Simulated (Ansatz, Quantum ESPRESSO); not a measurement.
# K3HO (Pm-3m): phonons by linear response, part 3 of 4

Wanted: phonon bands, density of states and zone-centre response of K3HO (Pm-3m).

Quantum ESPRESSO 7.5; DFT LDA, scalar-relativistic, plane waves, PseudoDojo norm-conserving pseudopotentials.

So far, highest frequency (cm⁻¹): step 7 (interpolated phonon bands) 453. The relaxed cell has a = 5.008 Å (conventional setting).

The structure was built from a prototype and need not be the compound's stable phase.

## Step 9: Zone-centre analysis

A rigid shift of the crystal must cost nothing, but grids and finite bases break this; the acoustic sum rule is imposed before the matrix is diagonalised again. With Born charges the intensities follow; a static dielectric tensor has no meaning with imaginary modes.

dynmat.in reads:

```
&input
   fildyn = 'x.dyn1'
   asr = 'simple'
   fileig = 'dynmat.eig'
   lperm = .true.
/
```

On the command line:

```
$ dynmat.x -in dynmat.in > dynmat.out
```

Numbers of over 12 decimals in the logs are rounded to 6 here.

The program printed:

```text
[banner, memory and clock lines left out]
Program DYNMAT v.7.5

     Reading Dynamical Matrix from file x.dyn1
     ...Force constants read
     ...epsilon and Z* read
     A direction for q was not specified:TO-LO splitting will be absent

     Polarizability (A^3 units)
     multiply by 0.586301 for Clausius-Mossotti correction
        21.151491    0.000000    0.000000
         0.000000   21.151491    0.000000
         0.000000    0.000000   21.151491

     IR activities are in (D/A)^2/amu units

# mode   [cm-1]    [THz]      IR
    1   -168.87   -5.0626   26.4676
    2   -168.87   -5.0626   26.4676
    3   -168.87   -5.0626   26.4676
    4    -32.32   -0.9689    0.0000
    5    -32.32   -0.9689    0.0000
    6    -32.32   -0.9689    0.0000
    7     -0.00   -0.0000    0.0000
    8     -0.00   -0.0000    0.0000
    9      0.00    0.0000    0.0000
   10    203.82    6.1103    5.3384
   11    203.82    6.1103    5.3384
   12    203.82    6.1103    5.3384
   13    290.30    8.7030    4.5690
   14    290.30    8.7030    4.5690
   15    290.30    8.7030    4.5690

Electronic dielectric permittivity tensor (relative, adimensional)
         3.116829    0.000000    0.000000
         0.000000    3.116829    0.000000
         0.000000    0.000000    3.116829

 ... with zone-center polar mode contributions
         6.220527    0.000000   -0.000000
         0.000000    6.220527    0.000000
        -0.000000    0.000000    6.220527

[end of the log left out, with the tail of the file of modes that dynmat.x writes under the same name]
```

Wall time 0.59 s (1 thread of Intel Xeon Platinum 8488C (Sapphire Rapids), shared host).

Numbers from this step:

| Item | Value |
| --- | --- |
| lowest optical zone-centre mode | -168.9 cm⁻¹ |

Unit eigenvectors of the mass-weighted matrix after the sum rule; no LO-TO term. The modes at Γ (shares of kinetic energy by element, %) (negative means imaginary):

```
mode  frequency (cm⁻¹)  H %  O %  K %
   1            -168.9   60   11   29
   2            -168.9   60   11   29
   3            -168.9   60   11   29
   4             -32.3    0    0  100
   5             -32.3    0    0  100
   6             -32.3    0    0  100
   7               0.0    1   12   87
   8               0.0    1   12   87
   9               0.0    1   12   87
  10             203.8   38   10   52
  11             203.8   38   10   52
  12             203.8   38   10   52
  13             290.3    1   67   32
  14             290.3    1   67   32
  15             290.3    1   67   32
```

Displacements in mode 2 (-168.9 cm⁻¹), the largest set to 1:
```
H1   0.58  1.00  0.04
O2   0.06  0.11  0.00
K3  -0.04 -0.07  0.00
K4  -0.04  0.06  0.00
K5   0.04 -0.07  0.00
```

Displacements in mode 14 (290.3 cm⁻¹), the largest set to 1:
```
H1   0.00  0.00 -0.55
O2   0.00  0.00  1.00
K3   0.00  0.00 -0.44
K4   0.00  0.00  0.02
K5   0.00  0.00  0.02
```

Degenerate modes summed, no LO-TO term; imaginary modes left out. Lines of the infrared spectrum (strongest = 100):

```
position (cm⁻¹)  lines merged  IR intensity, relative
            204             3                     100
            290             3                      86
```

The rule moves no optical mode by more than 0.2 cm⁻¹.

## Step 10: Sum rules set otherwise (asr no)

Without the rule the raw error of the acoustic modes shows.

dynmat.in reads:

```
&input
   fildyn = 'x.dyn1'
   asr = 'no'
   fileig = 'dynmat.eig'
   lperm = .true.
/
```

On the command line:

```
$ dynmat.x -in dynmat.in > dynmat.out
```

The program printed:

```text
[banner, memory and clock lines left out]
Program DYNMAT v.7.5

     Reading Dynamical Matrix from file x.dyn1
     ...Force constants read
     ...epsilon and Z* read
     A direction for q was not specified:TO-LO splitting will be absent

     Polarizability (A^3 units)
     multiply by 0.586301 for Clausius-Mossotti correction
        21.151491    0.000000    0.000000
         0.000000   21.151491    0.000000
         0.000000    0.000000   21.151491

     IR activities are in (D/A)^2/amu units

# mode   [cm-1]    [THz]      IR
    1   -168.69   -5.0572   26.6411
    2   -168.69   -5.0572   26.6411
    3   -168.69   -5.0572   26.6411
    4    -32.30   -0.9683    0.0000
    5    -32.30   -0.9683    0.0000
    6    -32.30   -0.9683    0.0000
    7     -2.07   -0.0620    0.0001
    8     -2.07   -0.0620    0.0001
    9     -2.07   -0.0620    0.0001
   10    203.90    6.1128    5.4186
   11    203.90    6.1128    5.4186
   12    203.90    6.1128    5.4186
   13    290.29    8.7027    4.5658
   14    290.29    8.7027    4.5658
   15    290.29    8.7027    4.5658

Electronic dielectric permittivity tensor (relative, adimensional)
         3.116829    0.000000    0.000000
         0.000000    3.116829    0.000000
         0.000000    0.000000    3.116829

 ... with zone-center polar mode contributions
         6.250953   -0.000000    0.000000
        -0.000000    6.250953    0.000000
         0.000000    0.000000    6.250953

[end of the log left out, with the tail of the file of modes that dynmat.x writes under the same name]
```

Wall time 0.59 s (1 thread).

This step gave:

```
lowest optical zone-centre mode : -168.7 cm⁻¹
```

Zone-centre frequencies as printed; negative means imaginary. Modes:

```
mode  frequency (cm⁻¹)
   1            -168.7
   2            -168.7
   3            -168.7
   4             -32.3
   5             -32.3
   6             -32.3
   7             -2.07
   8             -2.07
   9             -2.07
  10             203.9
  11             203.9
  12             203.9
  13             290.3
  14             290.3
  15             290.3
```

Against the first rule no mode moves by more than 2.1 cm⁻¹.

## Step 11: Sum rules set otherwise: a sum rule for molecules or wires on a crystal

This rule also removes rotations, which suits wires and not a crystal; it is tried to see the harm.

dynmat.in reads:

```
&input
   fildyn = 'x.dyn1'
   asr = 'one-dim'
   fileig = 'dynmat.eig'
   lperm = .true.
/
```

On the command line:

```
$ dynmat.x -in dynmat.in > dynmat.out
```

The program printed:

```text
[banner, memory and clock lines left out]
Program DYNMAT v.7.5

     Reading Dynamical Matrix from file x.dyn1
     ...Force constants read
     ...epsilon and Z* read
asr rotation axis in 1D system=    3
     Acoustic Sum Rule: || Z*(ASR) - Z*(orig)|| =    2.789148E-02
     Acoustic Sum Rule: ||dyn(ASR) - dyn(orig)||=    3.893491E-02
     A direction for q was not specified:TO-LO splitting will be absent

     Polarizability (A^3 units)
     multiply by 0.586301 for Clausius-Mossotti correction
        21.151491    0.000000    0.000000
         0.000000   21.151491    0.000000
         0.000000    0.000000   21.151491

     IR activities are in (D/A)^2/amu units

# mode   [cm-1]    [THz]      IR
    1   -200.16   -6.0007   31.0152
    2   -168.77   -5.0596   26.4649
    3   -168.77   -5.0596   26.4649
    4    -32.30   -0.9683    0.0000
    5    -32.30   -0.9683    0.0000
    6     -0.00   -0.0000    0.0000
    7     -0.00   -0.0000    0.0000
    8      0.00    0.0000    0.0000
    9      0.00    0.0000    0.0000
   10     86.23    2.5851    1.3592
   11    203.81    6.1100    5.3484
   12    203.81    6.1100    5.3484
   13    290.29    8.7027    4.5616
   14    290.29    8.7027    4.5616
   15    296.65    8.8933    3.4850

Electronic dielectric permittivity tensor (relative, adimensional)
         3.116829    0.000000    0.000000
         0.000000    3.116829    0.000000
         0.000000    0.000000    3.116829

 ... with zone-center polar mode contributions
         6.558952   -0.335578    0.000000
        -0.335578    6.558952    0.000000
         0.000000    0.000000    6.223374

[end of the log left out, with the tail of the file of modes that dynmat.x writes under the same name]
```

Wall time 0.59 s (1 thread).

The run ended normally, but on settings that are not sound.

The fault: a sum rule for molecules or wires on a crystal; 1 optical mode is projected out to zero frequency, as if it were a rotation.

For a crystal the rule has to be 'simple' or 'crystal'.

Zone-centre frequencies as printed; negative means imaginary. Modes:

```
mode  frequency (cm⁻¹)
   1            -200.2
   2            -168.8
   3            -168.8
   4             -32.3
   5             -32.3
   6                 0
   7                 0
   8                 0
   9                 0
  10             86.23
  11             203.8
  12             203.8
  13             290.3
  14             290.3
  15             296.6
```

## Step 12: The LO-TO splitting (1 0 0)

A longitudinal polar mode sets up a macroscopic field that stiffens it; the term hangs on the direction from which q goes to zero.

dynmat.in reads:

```
&input
   fildyn = 'x.dyn1'
   asr = 'simple'
   fileig = 'dynmat.eig'
   q(1) = 1.0
   q(2) = 0.0
   q(3) = 0.0
/
```

On the command line:

```
$ dynmat.x -in dynmat.in > dynmat.out
```

The program printed:

```text
[banner, memory and clock lines left out]
Program DYNMAT v.7.5

     Reading Dynamical Matrix from file x.dyn1
     ...Force constants read
     ...epsilon and Z* read

     Polarizability (A^3 units)
     multiply by 0.586301 for Clausius-Mossotti correction
        21.151491    0.000000    0.000000
         0.000000   21.151491    0.000000
         0.000000    0.000000   21.151491

     IR activities are in (D/A)^2/amu units

# mode   [cm-1]    [THz]      IR
    1   -168.87   -5.0626   26.4676
    2   -168.87   -5.0626   26.4676
    3    -32.32   -0.9689    0.0000
    4    -32.32   -0.9689    0.0000
    5    -32.32   -0.9689    0.0000
    6     -0.00   -0.0000    0.0000
    7      0.00    0.0000    0.0000
    8      0.00    0.0000    0.0000
    9    147.51    4.4223    1.3318
   10    203.82    6.1103    5.3384
   11    203.82    6.1103    5.3384
   12    261.57    7.8417    1.1864
   13    290.30    8.7030    4.5690
   14    290.30    8.7030    4.5690
   15    453.16   13.5854   33.8567

[end of the log left out, with the tail of the file of modes that dynmat.x writes under the same name]
```

Wall time 0.58 s (1 thread).

Read from the output:

```
highest mode moved by the LO-TO term : 453.2 cm⁻¹
```

Zone-centre frequencies as printed; negative means imaginary. Modes:

```
mode  frequency (cm⁻¹)
   1            -168.9
   2            -168.9
   3            -32.32
   4            -32.32
   5            -32.32
   6                 0
   7                 0
   8                 0
   9             147.5
  10             203.8
  11             203.8
  12             261.6
  13             290.3
  14             290.3
  15             453.2
```

The field moves 3 modes; the highest of them now lies at 453 cm⁻¹, where the highest that moved away lay at 290.

## Step 13: The dispersion under another sum rule (asr no)

The sum rule corrects the force constants themselves, so it can shift branches at any wavevector, low ones most.

matdyn.in reads:

```
&input
   asr = 'no'
   flfrc = 'x.fc'
   flfrq = 'x.freq'
   flvec = 'x.modes'
   q_in_band_form = .true.
   q_in_cryst_coord = .true.
/
8
  0.0000000   0.0000000   0.0000000   8  ! GAMMA
  0.0000000   0.5000000   0.0000000   8  ! X
  0.5000000   0.5000000   0.0000000   8  ! M
  0.0000000   0.0000000   0.0000000   8  ! GAMMA
  0.5000000   0.5000000   0.5000000   8  ! R
  0.0000000   0.5000000   0.0000000   1  ! X
  0.5000000   0.5000000   0.5000000   8  ! R
  0.5000000   0.5000000   0.0000000   1  ! M
```

On the command line:

```
$ matdyn.x -in matdyn.in > matdyn.out
```

The program printed:

```text
[banner, memory and clock lines left out]
Program MATDYN v.7.5

 mass for atomic type   1 not given; uses mass from file x.fc
 mass for atomic type   2 not given; uses mass from file x.fc
 mass for atomic type   3 not given; uses mass from file x.fc
```

Wall time 0.71 s (1 thread).

Read from the output:

```
lowest frequency on the path : -168.7 cm⁻¹
```

At the labelled points the branches move by no more than 2.2 cm⁻¹.

## Step 14: A changed mass

Force constants don't depend on the masses, so an isotope effect costs no new response.

matdyn.in reads:

```
&input
   asr = 'crystal'
   flfrc = 'x.fc'
   flfrq = 'x.freq'
   flvec = 'x.modes'
   q_in_band_form = .true.
   q_in_cryst_coord = .true.
   amass(1) = 2.016
   amass(2) = 15.999
   amass(3) = 39.098
/
8
  0.0000000   0.0000000   0.0000000   8  ! GAMMA
  0.0000000   0.5000000   0.0000000   8  ! X
  0.5000000   0.5000000   0.0000000   8  ! M
  0.0000000   0.0000000   0.0000000   8  ! GAMMA
  0.5000000   0.5000000   0.5000000   8  ! R
  0.0000000   0.5000000   0.0000000   1  ! X
  0.5000000   0.5000000   0.5000000   8  ! R
  0.5000000   0.5000000   0.0000000   1  ! M
```

On the command line:

```
$ matdyn.x -in matdyn.in > matdyn.out
```

The program printed:

```text
[banner, memory and clock lines left out]
Program MATDYN v.7.5

 Norm of the difference between old and new effective charges:    1.0286e-16

 Norm of the difference between old and new force-constants:   2.18305e-05
```

Wall time 0.72 s (1 thread).

Read from the output:

```yaml
lowest_frequency_on_the_path: -136.4 cm⁻¹
```

Matdyn.x, sum rule crystal. Phonon branches along the path, in cm⁻¹:

```
    point  branch 1  branch 2  branch 3  branch 4  branch 12  branch 13  branch 14  branch 15
        Γ      -136      -136       -32       -32        214        290        290        394
  halfway      -119      -119       -28       -28        260        290        290        384
        X       -99       -99       -28       -28        291        291        327        354
  halfway       -97       -83       -58       -51        242        292        348        358
        M       -96       -96       -65       -26        239        293        361        361
  halfway      -105      -103       -46       -34        212        291        312        380
        Γ      -136      -136       -32       -32        214        290        290        394
  halfway      -103      -103       -51       -34        202        309        309        373
        R      -107      -107      -107       -65        252        338        338        338
  halfway      -102       -85       -74       -56        225        306        345        353
        X       -99       -99       -28       -28        291        291        327        354
jump to R      -107      -107      -107       -65        252        338        338        338
  halfway       -99       -99       -90       -65        238        316        350        350
        M       -96       -96       -65       -26        239        293        361        361
```

The top of the path falls from 453 to 394 cm⁻¹, a ratio of 0.87; a mode of that atom alone would give 0.71.

(Continued in part 4 of 4.)

[Host names and launcher messages were left out of these logs when they were recorded.]

[Logs are printed without paths, hosts, clocks, repeated set-up lines and the standing remarks that a program may print on its own settings, such as how far it seeks lower states.]

[Hosts, paths, dates, database ids (printed as entryN), source tags and the programs' standing remarks are cut or masked in the printed files.]
